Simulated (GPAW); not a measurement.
Computed results, one entry a study. Some values are withheld and marked by numbers in brackets.

```cif
data_se
_symmetry_space_group_name_H-M 'P3_121'
_symmetry_Int_Tables_number 152
_cell_length_a 4.3662
_cell_length_b 4.3662
_cell_length_c 4.9536
_cell_angle_alpha 90.000
_cell_angle_beta 90.000
_cell_angle_gamma 120.000
_cell_volume 81.78
loop_
_atom_site_label
_atom_site_type_symbol
_atom_site_symmetry_multiplicity
_atom_site_Wyckoff_symbol
_atom_site_fract_x
_atom_site_fract_y
_atom_site_fract_z
_atom_site_occupancy
Se1 Se 3 a 0.22540 0.00000 0.33333 1
_calc_subject 'Selenium (P3_121, 3 atoms a cell): G0W0 with GPAW, start to end'
_calc_method 'DFT, PBE, plane waves, PAW (and 1 further level or step)'
_calc_program 'GPAW 26.7.0'
_calc_settings_of_one_run 'cutoff 450 eV, GPAW PAW setups 1.2.1 data release, 3×3×4 k-mesh, nbands 385'
_calc_cost '4 runs, 76 s in all on 8 MPI ranks of Arm Neoverse V1, shared host (the runs of this entry)'
_calc_notes 'The cell and positions come from the Crystallography Open Database and are kept as given unless a step says otherwise. Limits: no spin-orbit coupling. Only 2 of the mesh’s irreducible points were corrected, so a valley elsewhere could overtake. Bands and cutoff are finite, so the gap is not at the basis limit. The miss can reach some tenths of an eV and take either sign; the mesh is an error of its own. The 3×3×4 mesh is coarse for this cell, which bears on the long-range parts of exchange and screening.'
_calc_pbe_gap '[1]'
_calc_g0w0_gap_on_the_mesh '1.97 eV'
_calc_g0w0_gap_over_the_zone_rigid_shift '1.74 eV'
_calc_gw_settings '3×3×4 mesh, 174 bands, screening to 96 eV, Godby-Needs plasmon pole'
_calc_known_limits 'not at the basis limit; no spin-orbit coupling; coarse k mesh'
```

Fill in the bracketed values.

[1] PBE gap (Selenium (P3_121, 3 atoms a cell)): 1.01 eV, indirect. A denser mesh or path gives a starting gap of 1.01 eV: the GW mesh misses a band edge, so its gaps are not the fundamental one.

[Paths, hosts, dates, memory and timing lines, banners, echoed tables and standing remarks are left out of the program output.]

[Logs are printed without paths, hosts, clocks, repeated set-up lines and the standing remarks that a program may print on its own settings, such as how far it seeks lower states.]

[Runs of the session that timed out or met a known fault of the program may be left out.]

[Hosts, paths, dates, database ids (printed as entryN), source tags and the programs' standing remarks are cut or masked in the printed files.]
